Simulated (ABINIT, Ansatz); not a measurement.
# ZrB2 (P6/mmm): zone-centre phonons, part 3 of 3

Which modes does ZrB2 (P6/mmm) have at the zone centre?

ABINIT 10.8.3; DFT LDA, scalar-relativistic, plane waves, JTH PAW pseudopotentials.

So far. Step 4 (Linear response at Γ): The acoustic modes at Γ come out as far as 4.0 cm⁻¹ from zero, where they should vanish, a small numerical error. The relaxed cell has a = 3.133, c = 3.488 Å (conventional setting).

**5. Modes with the sum rule**

anaddb reads the merged derivatives and imposes the acoustic sum rule.

anaddb.abi reads:

```
ddb_filepath "gamma_DDB"
output_file "anaddb.abo"
outdata_prefix "anaddb"
asr 1
chneut 1
enunit 2
eivec 1
nph1l 1
qph1l 0.0 0.0 0.0 1.0
```

mrgddb.in reads:

```
gamma_DDB
merged
1
dfpt_gammao_DDB
```

Started as:

```sh
mrgddb < mrgddb.in > mrgddb.log
OMP_NUM_THREADS=1 anaddb anaddb.abi > anaddb.log
```

anaddb.abo, the main output file:

```text
-outvars_anaddb: echo values of input variables ----------------------

 Miscellaneous information :
      enunit         2
       eivec         1
         asr         1
 First list of wavevector (reduced coord.) :
       nph1l         1
       qph1l
                     0.00000000E+00  0.00000000E+00  0.00000000E+00    1.000E+00

================================================================================

 read the DDB information and perform some checks

  ==== Info on the Cryst% object ====
 Real(R)+Recip(G) space primitive vectors, cartesian coordinates (Bohr,Bohr^-1):
 R(1)=  5.9206867  0.0000000  0.0000000  G(1)=  0.1688993  0.0975141  0.0000000
 R(2)= -2.9603433  5.1274651  0.0000000  G(2)=  0.0000000  0.1950281  0.0000000
 R(3)=  0.0000000  0.0000000  6.5917425  G(3)=  0.0000000  0.0000000  0.1517050
 Unit cell volume ucvol=  2.0011287E+02 bohr^3
 Angles (23,13,12)=  9.00000000E+01  9.00000000E+01  1.20000000E+02 degrees
 Time-reversal symmetry is present
 Reduced atomic positions [iatom, xred, symbol]:
    1)    0.0000000  0.0000000  0.0000000  Zr
    2)    0.3333333  0.6666667  0.5000000   B
    3)    0.6666667  0.3333333  0.5000000   B

 DDB file with 1 blocks has been read.

================================================================================

 Treat the first list of vectors

  Phonon wavevector (reduced coordinates) :  0.00000  0.00000  0.00000
 Phonon energies in Hartree :
   0.000000E+00  0.000000E+00  0.000000E+00  2.120340E-03  2.120340E-03
   2.228369E-03  2.555525E-03  3.606282E-03  3.606282E-03
 Phonon energies in meV     :
-  0.000000E+00  0.000000E+00  0.000000E+00  5.769738E+01  5.769738E+01
-  6.063701E+01  6.953938E+01  9.813194E+01  9.813194E+01
 Phonon frequencies in cm-1    :
-  0.000000E+00  0.000000E+00  0.000000E+00  4.653608E+02  4.653608E+02
-  4.890704E+02  5.608729E+02  7.914874E+02  7.914874E+02
 Phonon frequencies in Thz     :
-  0.000000E+00  0.000000E+00  0.000000E+00  1.395117E+01  1.395117E+01
-  1.466196E+01  1.681455E+01  2.372820E+01  2.372820E+01
 Phonon energies in Kelvin  :
-  0.000000E+00  0.000000E+00  0.000000E+00  6.695503E+02  6.695503E+02
-  7.036632E+02  8.069710E+02  1.138774E+03  1.138774E+03

 Eigendisplacements
 (will be given, for each mode : in cartesian coordinates
   for each atom the real part of the displacement vector,
   then the imaginary part of the displacement vector - absolute values smaller than 1.0d-7 are set to zero)
  Mode number    1   Energy    0.000000E+00
 Attention : low frequency mode.
   (Could be unstable or acoustic mode)
-  1  0.00000000E+00 -2.20484043E-03  0.00000000E+00
-     0.00000000E+00  0.00000000E+00  0.00000000E+00
-  2  0.00000000E+00 -2.20483247E-03  0.00000000E+00
-     0.00000000E+00  0.00000000E+00  0.00000000E+00
-  3  0.00000000E+00 -2.20483247E-03  0.00000000E+00
-     0.00000000E+00  0.00000000E+00  0.00000000E+00
  Mode number    2   Energy    0.000000E+00
 Attention : low frequency mode.
   (Could be unstable or acoustic mode)
-  1  0.00000000E+00  0.00000000E+00  2.20483977E-03
-     0.00000000E+00  0.00000000E+00  0.00000000E+00
-  2  0.00000000E+00  0.00000000E+00  2.20483528E-03
-     0.00000000E+00  0.00000000E+00  0.00000000E+00
-  3  0.00000000E+00  0.00000000E+00  2.20483528E-03
-     0.00000000E+00  0.00000000E+00  0.00000000E+00
  Mode number    3   Energy    0.000000E+00
 Attention : low frequency mode.
   (Could be unstable or acoustic mode)
-  1  2.20484043E-03  0.00000000E+00  0.00000000E+00
-     0.00000000E+00  0.00000000E+00  0.00000000E+00
-  2  2.20483247E-03  0.00000000E+00  0.00000000E+00
-     0.00000000E+00  0.00000000E+00  0.00000000E+00
-  3  2.20483247E-03  0.00000000E+00  0.00000000E+00
-     0.00000000E+00  0.00000000E+00  0.00000000E+00
  Mode number    4   Energy    2.120340E-03
-  1  1.07341824E-03  0.00000000E+00  0.00000000E+00
-     0.00000000E+00  0.00000000E+00  0.00000000E+00
-  2 -4.52880675E-03  0.00000000E+00  0.00000000E+00
-     0.00000000E+00  0.00000000E+00  0.00000000E+00
-  3 -4.52880675E-03  0.00000000E+00  0.00000000E+00
-     0.00000000E+00  0.00000000E+00  0.00000000E+00
  Mode number    5   Energy    2.120340E-03
-  1  0.00000000E+00 -1.07341824E-03  0.00000000E+00
-     0.00000000E+00  0.00000000E+00  0.00000000E+00
-  2  0.00000000E+00  4.52880675E-03  0.00000000E+00
-     0.00000000E+00  0.00000000E+00  0.00000000E+00
-  3  0.00000000E+00  4.52880675E-03  0.00000000E+00
-     0.00000000E+00  0.00000000E+00  0.00000000E+00
  Mode number    6   Energy    2.228369E-03
;  1  0.00000000E+00  0.00000000E+00  1.07341961E-03
;     0.00000000E+00  0.00000000E+00  0.00000000E+00
;  2  0.00000000E+00  0.00000000E+00 -4.52880538E-03
;     0.00000000E+00  0.00000000E+00  0.00000000E+00
;  3  0.00000000E+00  0.00000000E+00 -4.52880538E-03
;     0.00000000E+00  0.00000000E+00  0.00000000E+00
  Mode number    7   Energy    2.555525E-03
;  1  0.00000000E+00  0.00000000E+00  0.00000000E+00
;     0.00000000E+00  0.00000000E+00  0.00000000E+00
;  2  0.00000000E+00  0.00000000E+00  5.03700077E-03
;     0.00000000E+00  0.00000000E+00  0.00000000E+00
;  3  0.00000000E+00  0.00000000E+00 -5.03700077E-03
;     0.00000000E+00  0.00000000E+00  0.00000000E+00
  Mode number    8   Energy    3.606282E-03
-  1  0.00000000E+00  0.00000000E+00  0.00000000E+00
-     0.00000000E+00  0.00000000E+00  0.00000000E+00
-  2  5.03700077E-03  0.00000000E+00  0.00000000E+00
-     0.00000000E+00  0.00000000E+00  0.00000000E+00
-  3 -5.03700077E-03  0.00000000E+00  0.00000000E+00
-     0.00000000E+00  0.00000000E+00  0.00000000E+00
  Mode number    9   Energy    3.606282E-03
-  1  0.00000000E+00  0.00000000E+00  0.00000000E+00
-     0.00000000E+00  0.00000000E+00  0.00000000E+00
-  2  0.00000000E+00 -5.03700077E-03  0.00000000E+00
-     0.00000000E+00  0.00000000E+00  0.00000000E+00
-  3  0.00000000E+00  5.03700077E-03  0.00000000E+00
-     0.00000000E+00  0.00000000E+00  0.00000000E+00

 Analysis of degeneracies and characters (maximum tolerance=1.00E-06 a.u.)
 For each vibration mode, or group of modes if degenerate,
 the characters are given for each symmetry operation (see the list in the log file).
 Symmetry characters of vibration mode #   1
       degenerate with vibration modes #   2 to    3
  3.0 -3.0  1.0 -1.0  2.0 -2.0  1.0 -1.0 -0.0  0.0  1.0 -1.0 -1.0  1.0  1.0 -1.0
 -0.0  0.0  1.0 -1.0  2.0 -2.0  1.0 -1.0
 Symmetry characters of vibration mode #   4
        degenerate with vibration mode #   5
  2.0 -2.0 -0.0  0.0  1.0 -1.0 -0.0  0.0 -1.0  1.0  0.0 -0.0 -2.0  2.0  0.0 -0.0
 -1.0  1.0  0.0 -0.0  1.0 -1.0 -0.0  0.0
 Symmetry characters of vibration mode #   6
  1.0 -1.0  1.0 -1.0  1.0 -1.0  1.0 -1.0  1.0 -1.0  1.0 -1.0  1.0 -1.0  1.0 -1.0
  1.0 -1.0  1.0 -1.0  1.0 -1.0  1.0 -1.0
 Symmetry characters of vibration mode #   7
  1.0  1.0 -1.0 -1.0 -1.0 -1.0  1.0  1.0  1.0  1.0 -1.0 -1.0 -1.0 -1.0  1.0  1.0
  1.0  1.0 -1.0 -1.0 -1.0 -1.0  1.0  1.0
 Symmetry characters of vibration mode #   8
        degenerate with vibration mode #   9
  2.0  2.0 -0.0 -0.0 -1.0 -1.0  0.0  0.0 -1.0 -1.0  0.0  0.0  2.0  2.0 -0.0 -0.0
 -1.0 -1.0  0.0  0.0 -1.0 -1.0  0.0  0.0
-
```

Elapsed: 0.78 s, on 1 thread of Intel Xeon at 2.70GHz, shared host.

No LO-TO term; unit eigenvectors of the mass-weighted matrix, from anaddb's displacements. The modes at Γ (shares of kinetic energy by element, %):

```tsv
mode	frequency (cm⁻¹)	Zr %	B %
1	0.0	81	19
2	0.0	81	19
3	0.0	81	19
4	465.4	19	81
5	465.4	19	81
6	489.1	19	81
7	560.9	0	100
8	791.5	0	100
9	791.5	0	100
```

Displacements in mode 4 (465.4 cm⁻¹), the largest set to 1:
```
Zr1  0.24  0.00  0.00
B2  -1.00  0.00  0.00
B3  -1.00  0.00  0.00
```

Displacements in mode 8 (791.5 cm⁻¹), the largest set to 1:
```
Zr1  0.00  0.00  0.00
B2   1.00  0.00  0.00
B3  -1.00  0.00  0.00
```

The rule moves no optical mode by more than 0.1 cm⁻¹.

**6. Outcome**

```
space group after relaxation                                           : P6/mmm
volume per atom                                                        : 9.88 Å³
highest optical zone-centre mode (no LO-TO term)                       : 791.5 cm⁻¹
lowest optical zone-centre mode                                        : 465.4 cm⁻¹
imaginary optical modes at the zone centre (no q mesh in this session) : none
```

**Reading.** At the LDA level the optical modes of ZrB2 (P6/mmm) at the zone centre run from 465 to 791 cm⁻¹. These are harmonic frequencies at zero temperature: anharmonic shifts and linewidths and thermal expansion are left out. In a metal the frequencies hang on the k mesh and the smearing, most of all near Kohn anomalies.

[Host names and launcher messages were left out of these logs when they were recorded.]

[Logs are printed without paths, hosts, clocks, repeated set-up lines and the standing remarks that a program may print on its own settings, such as how far it seeks lower states.]

[Hosts, paths, dates, database ids (printed as entryN), source tags and the programs' standing remarks are cut or masked in the printed files.]
